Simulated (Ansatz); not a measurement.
# Photoemission of Si(111) with OH, part 3 of 3

What would XPS and angle-resolved spectra of Si(111) with OH look like?

Ansatz 0.2.0; DFT, PBE, plane-wave PAW, default files, scalar-relativistic.

So far: The structure; Relaxation; Layer-resolved bands, DOS and potential.

### 3. Layer-resolved bands, DOS and potential (continued)

Regions along c: top from 15.2 to 21.7 Å, middle from 9.8 to 14.9 Å, bottom from 3.0 to 9.5 Å.

States with weight above 0.08 nearest the zero at K of the zone, within the window kept, -7.1 to 4.3 eV (levels that the program groups as degenerate share a row):

```
E (eV)  weight, total  weight, top  weight, middle  weight, bottom
 -4.25           1.00         0.26            0.33            0.35
 -4.02           1.00         0.20            0.13            0.60
 -3.43           1.00         0.06            0.41            0.48
 -3.26           1.00         0.46            0.39            0.09
 -2.37           1.00         0.14            0.58            0.23
 -2.08           1.00         0.34            0.55            0.07
  2.00           1.00         0.18            0.69            0.11
  2.54           1.00         0.09            0.53            0.32
  2.68           1.00         0.14            0.54            0.26
  4.08           1.00         0.25            0.43            0.27
```

States with weight above 0.08 nearest the zero at Γ of the zone, within the window kept, -7.1 to 4.3 eV (levels that the program groups as degenerate share a row):

```
E (eV)  weight, total  weight, top  weight, middle  weight, bottom
 -1.78           1.00         0.16            0.56            0.26
 -1.02           1.00         0.05            0.71            0.19
 -1.00           1.00         0.03            0.70            0.22
 -0.54           1.00         0.17            0.26            0.47
 -0.48           1.00         0.11            0.29            0.51
 -0.10           1.00         0.25            0.48            0.18
  0.00           1.00         0.32            0.46            0.11
  1.41           1.00         0.42            0.46            0.06
  1.80           1.00         0.07            0.55            0.32
  2.22           1.00         0.04            0.50            0.42
```

States with weight above 0.08 nearest the zero at M of the zone, within the window kept, -7.1 to 4.3 eV (levels that the program groups as degenerate share a row):

```
E (eV)  weight, total  weight, top  weight, middle  weight, bottom
 -2.90           1.00         0.24            0.54            0.19
 -2.59           1.00         0.04            0.69            0.23
 -2.08           1.00         0.18            0.57            0.20
 -1.90           1.00         0.17            0.31            0.44
 -1.31           1.00         0.30            0.47            0.13
  0.93           1.00         0.10            0.69            0.16
  1.54           1.00         0.15            0.48            0.33
  1.58           1.00         0.22            0.32            0.35
  2.05           1.00         0.18            0.56            0.19
  2.94           1.00         0.22            0.54            0.22
```

The largest force component on a free atom is 0.006 eV/Å, so the atoms are at rest for these settings too.

### 4. Core levels by total-energy differences

XPS shifts tell sites apart. Each chosen atom gets a core hole in a self-consistent pass of its own.

File input.yaml:

```yaml
crystal:
  lattice:
    - [7.6791796437, 0.0, 0.0]
    - [3.8395898218, 6.6503646517, 0.0]
    - [0.0, 0.0, 24.6337769138]
  atoms:
    - { symbol: H, position: [0.05529451, 0.0487510454, 0.7186156605] }
    - { symbol: H, position: [0.55529451, 0.0487510454, 0.7186156605] }
    - { symbol: H, position: [0.05529451, 0.5487510454, 0.7186156605] }
    - { symbol: H, position: [0.55529451, 0.5487510454, 0.7186156605] }
    - { symbol: O, position: [-0.0111484039, -0.0130585892, 0.6996916384] }
    - { symbol: O, position: [0.4888515961, -0.0130585892, 0.6996916384] }
    - { symbol: O, position: [-0.0111484039, 0.4869414108, 0.6996916384] }
    - { symbol: O_h, position: [0.4888515961, 0.4869414108, 0.6996916384] }
    - { symbol: Si_h, position: [-0.0016282458, -0.0039412323, 0.631362965] }
    - { symbol: Si, position: [0.4983717542, -0.0039412323, 0.631362965] }
    - { symbol: Si, position: [-0.0016282458, 0.4960587677, 0.631362965] }
    - { symbol: Si_h, position: [0.4983717542, 0.4960587677, 0.631362965] }
    - { symbol: Si_h, position: [0.8321071641, 0.3299414926, 0.5994480562] }
    - { symbol: Si, position: [0.3321071641, 0.3299414926, 0.5994480562] }
    - { symbol: Si, position: [0.8321071641, 0.8299414926, 0.5994480562] }
    - { symbol: Si, position: [0.3321071641, 0.8299414926, 0.5994480562] }
    - { symbol: Si, position: [0.833934698, 0.3329429848, 0.5034328509] }
    - { symbol: Si, position: [0.333934698, 0.3329429848, 0.5034328509] }
    - { symbol: Si, position: [0.833934698, 0.8329429848, 0.5034328509] }
    - { symbol: Si, position: [0.333934698, 0.8329429848, 0.5034328509] }
    - { symbol: Si_h, position: [0.1672282283, 0.1663381522, 0.4710570006] }
    - { symbol: Si, position: [0.6672282283, 0.1663381522, 0.4710570006] }
    - { symbol: Si, position: [0.1672282283, 0.6663381522, 0.4710570006] }
    - { symbol: Si, position: [0.6672282283, 0.6663381522, 0.4710570006] }
    - { symbol: Si, position: [0.166666667, 0.166666667, 0.375247085] }
    - { symbol: Si, position: [0.666666667, 0.166666667, 0.375247085] }
    - { symbol: Si, position: [0.166666667, 0.666666667, 0.375247085] }
    - { symbol: Si, position: [0.666666667, 0.666666667, 0.375247085] }
    - { symbol: Si, position: [0.0, 0.0, 0.343430893] }
    - { symbol: Si, position: [0.5, 0.0, 0.343430893] }
    - { symbol: Si, position: [0.0, 0.5, 0.343430893] }
    - { symbol: Si, position: [0.5, 0.5, 0.343430893] }
    - { symbol: H, position: [0.0, 0.0, 0.284162677] }
    - { symbol: H, position: [0.5, 0.0, 0.284162677] }
    - { symbol: H, position: [0.0, 0.5, 0.284162677] }
    - { symbol: H, position: [0.5, 0.5, 0.284162677] }
kpoints:
  mp_grid: { grid: [3, 3, 1] }
scf:
  occupations: { method: fermi_dirac, width: 0.02 }
  n_extra_bands: 25
hamiltonian:
  xc: pbe
  pseudopotentials: { kind: paw }
output:
  forces: true
  write_potential: true
  volumetric_format: []
  core_levels:
    shells: { O_h: "1s", Si_h: "2p" }
    counted_from: conduction_bottom
    add_spin: false
efield:
  axis: 3
  dipole_correction: true
```

On the command line:

```
$ ansatz run input.yaml --threads 4 --pin off --max-ram 8192MiB --backend cpu --events-out ev --progress --plain --runs-dir out
```

Run time: 2.1 min. Hardware: 4 threads of Intel Xeon at 2.80GHz (Skylake/Cascade Lake), shared host; peak memory 2.6 GiB.

Numbers from this step:

```
symmetry operations : 1
```

Each level is the free energy with the hole less that without it. The electron stays in the lowest empty state, so these are excitation energies, not binding energies. The hole's nearest image is 7.7 Å away, and the holes carry no spin, so absolute levels are rough.

```
atom     region  shell  level (eV)  shift (eV)  potential at nucleus, shift (V)     j lines (eV)  doubts
  O8  adsorbate     1s      531.81           -                            +0.00                -       -
 Si9    layer 1     2p      100.57       +0.67                            +0.54  100.98 / 100.37       -
Si12    layer 1     2p      100.57       +0.67                            +0.54  100.98 / 100.37       -
Si13    layer 2     2p       99.77       -0.14                            -0.45   100.17 / 99.56       -
Si21     middle     2p       99.90       +0.00                            +0.00   100.31 / 99.70       -
```

Levels of p, d and f shells are means over their two j lines, weighted by degeneracy; the splitting comes from the atom's own solve. Shifts count from the last listed atom of each element. With the electron kept in the cell, its attraction to the hole differs by site and enters these shifts. A higher potential at the nucleus binds core electrons more tightly, so that column is a rough initial-state shift.

The Si 2p lines of the listed atoms alone (other atoms of the cell aren't counted), as Gaussians 0.8 eV wide, no depth weighting. Table of intensity by Si 2p level; read off at these points:

```
Si 2p level (eV)  intensity (%)
           98.10        0.00330
           98.20         0.0115
           98.30         0.0362
           98.40          0.106
           98.50          0.284
           98.60          0.699
           98.70           1.59
           98.80           3.30
           98.90           6.34
           99.00           11.2
           99.10           18.2
           99.20           27.4
           99.30           38.1
           99.40           49.2
           99.50           59.4
           99.60           67.8
           99.70           74.2
           99.80           79.2
           99.90           84.0
          100.00           89.1
          100.10           94.4
          100.20           98.6
          100.28          100.0
          100.30          100.0
          100.40           97.4
          100.50           90.8
          100.60           81.5
          100.70           71.0
          100.80           60.7
          100.90           51.5
          101.00           43.1
          101.10           35.3
          101.20           27.9
          101.30           20.9
          101.40           14.7
          101.50           9.61
          101.60           5.81
          101.70           3.24
          101.80           1.66
          101.90          0.782
          102.00          0.337
          102.10          0.134
          102.20         0.0487
          102.30         0.0162
          102.40        0.00498
```

### 5. Other settings: hamiltonian.dispersion = "d3bjatm"

This step: DFT, PBE, plane-wave PAW, default files, scalar-relativistic; changed: hamiltonian.dispersion = "d3bjatm" (Ansatz 0.2.0).

Some settings are changed to see whether the read-outs move.

Changes to input.yaml since step 4:

```diff
@@ -13,8 +13,8 @@
     - { symbol: O, position: [-0.0111484039, 0.4869414108, 0.6996916384] }
-    - { symbol: O_h, position: [0.4888515961, 0.4869414108, 0.6996916384] }
-    - { symbol: Si_h, position: [-0.0016282458, -0.0039412323, 0.631362965] }
+    - { symbol: O, position: [0.4888515961, 0.4869414108, 0.6996916384] }
+    - { symbol: Si, position: [-0.0016282458, -0.0039412323, 0.631362965] }
     - { symbol: Si, position: [0.4983717542, -0.0039412323, 0.631362965] }
     - { symbol: Si, position: [-0.0016282458, 0.4960587677, 0.631362965] }
-    - { symbol: Si_h, position: [0.4983717542, 0.4960587677, 0.631362965] }
-    - { symbol: Si_h, position: [0.8321071641, 0.3299414926, 0.5994480562] }
+    - { symbol: Si, position: [0.4983717542, 0.4960587677, 0.631362965] }
+    - { symbol: Si, position: [0.8321071641, 0.3299414926, 0.5994480562] }
     - { symbol: Si, position: [0.3321071641, 0.3299414926, 0.5994480562] }
@@ -26,3 +26,3 @@
     - { symbol: Si, position: [0.333934698, 0.8329429848, 0.5034328509] }
-    - { symbol: Si_h, position: [0.1672282283, 0.1663381522, 0.4710570006] }
+    - { symbol: Si, position: [0.1672282283, 0.1663381522, 0.4710570006] }
     - { symbol: Si, position: [0.6672282283, 0.1663381522, 0.4710570006] }
@@ -46,3 +46,3 @@
   occupations: { method: fermi_dirac, width: 0.02 }
-  n_extra_bands: 25
+  n_extra_bands: 36
 hamiltonian:
@@ -50,2 +50,3 @@
   pseudopotentials: { kind: paw }
+  dispersion: d3bjatm
 output:
@@ -54,6 +55,14 @@
   volumetric_format: []
-  core_levels:
-    shells: { O_h: "1s", Si_h: "2p" }
-    counted_from: conduction_bottom
-    add_spin: false
+  dos:
+    projected:
+      site_lists:
+        adsorbate: [4, 0, 5, 1, 6, 2, 7, 3]
+        layer_1: [8, 9, 10, 11]
+        layer_2: [12, 13, 14, 15]
+        layer_3: [16, 17, 18, 19]
+        middle: [20, 21, 22, 23]
+        other_layers: [24, 25, 26, 27, 28, 29, 30, 31, 32, 33, 34, 35]
+    de: 0.05
+    e_range: [-30, 12]
+    method: { smearing: { sigma: 0.12, scheme: gaussian } }
 efield:
```

Elapsed: 19 s, on 4 threads; peak memory 2.7 GiB.

Numbers from this step:

* free energy: -17663.8036 eV
* symmetry operations: 4

The ionisation potential, upper vacuum level less the lowest empty level (Kohn–Sham affinity) and gap on the k-mesh move by 0.00 eV at most against the base run, as it must, since a dispersion term adds to energy and forces alone.

### 6. Results

- ionisation potential: 4.30 eV (upper face; lower face 4.48 eV)
- electron affinity (Kohn–Sham): 3.37 eV (slab's lowest empty level against the upper vacuum)
- Si core shifts among the listed atoms, from the last listed one: -0.14 to +0.67 eV

In words: The valence top of Si(111) with OH lies 4.30 eV (upper face; lower face 4.48 eV) below the vacuum and the lowest empty level 3.37 eV below the vacuum of the upper face. No level with weight over 0.3 between −3.0 and 3.0 eV at the labelled points has over 60 % of its weight in the top region and under 6 % in the middle, the test used here for a surface state; levels near these limits can still be surface states of a thicker slab. The upper face's value lies 0.19 eV below that of the hydrogen-covered lower face; the difference is the dipole step of the groups. Core shifts: Si -0.14 to +0.67 eV. Among the sites run, the most bound Si 2p level is that of Si9 (layer 1), tied with Si12, bonded to 3 Si and 1 O; the least bound, 0.81 eV shallower, that of Si13 (layer 2), bonded to 4 Si. That is the order that electronegative neighbours give as a rule, though screening of the hole enters too. These are excitation energies with the electron kept in the cell, so its attraction to the hole, which differs by site, enters the order. At 21.2 eV the valence spectrum has its highest listed peaks within 10.8 eV at 1.8 eV (O 2p), 4.1 eV (O 2p), 8.0 eV (O 2p) and 9.3 eV (O 2p). At 1486.7 eV the valence spectrum has its highest listed peaks within 13 eV at 1.8 eV (Si 3p), 4.1 eV (mixed, Si 3p leading), 6.5 eV (Si 3s), 8.0 eV (Si 3s) and 9.5 eV (Si 3s), and the deeper O 2s line at 20.6 eV is higher still. The shell named is the one with most of the intensity, cross sections included, not always the one with most states there. In the main run, from 1486.7 eV towards hard X-rays the Si 3s share grows by 20 points, as its cross section falls more slowly with photon energy than those of the shells it gains on. The spectra rest on a 3×3×1 mesh, so closely spaced maxima can be ripples of the mesh. The slab's own atoms span 7.1 Å, so bulk bands appear as a few quantum-well levels, and states of the two faces can mix. The affinity uses the Kohn–Sham gap, which is too small, so the true affinity is lower and the true ionisation potential usually higher.

[Logs are printed without paths, hosts, clocks, repeated set-up lines and the standing remarks that a program may print on its own settings, such as how far it seeks lower states.]

[Hosts, paths, dates, database ids (printed as entryN), source tags and the programs' standing remarks are cut or masked in the printed files.]

[Maps of the electrostatic potential energy from Ansatz leave out the sawtooth potential of an applied field or a dipole correction, so their vacuum need not be flat; work functions include it.]
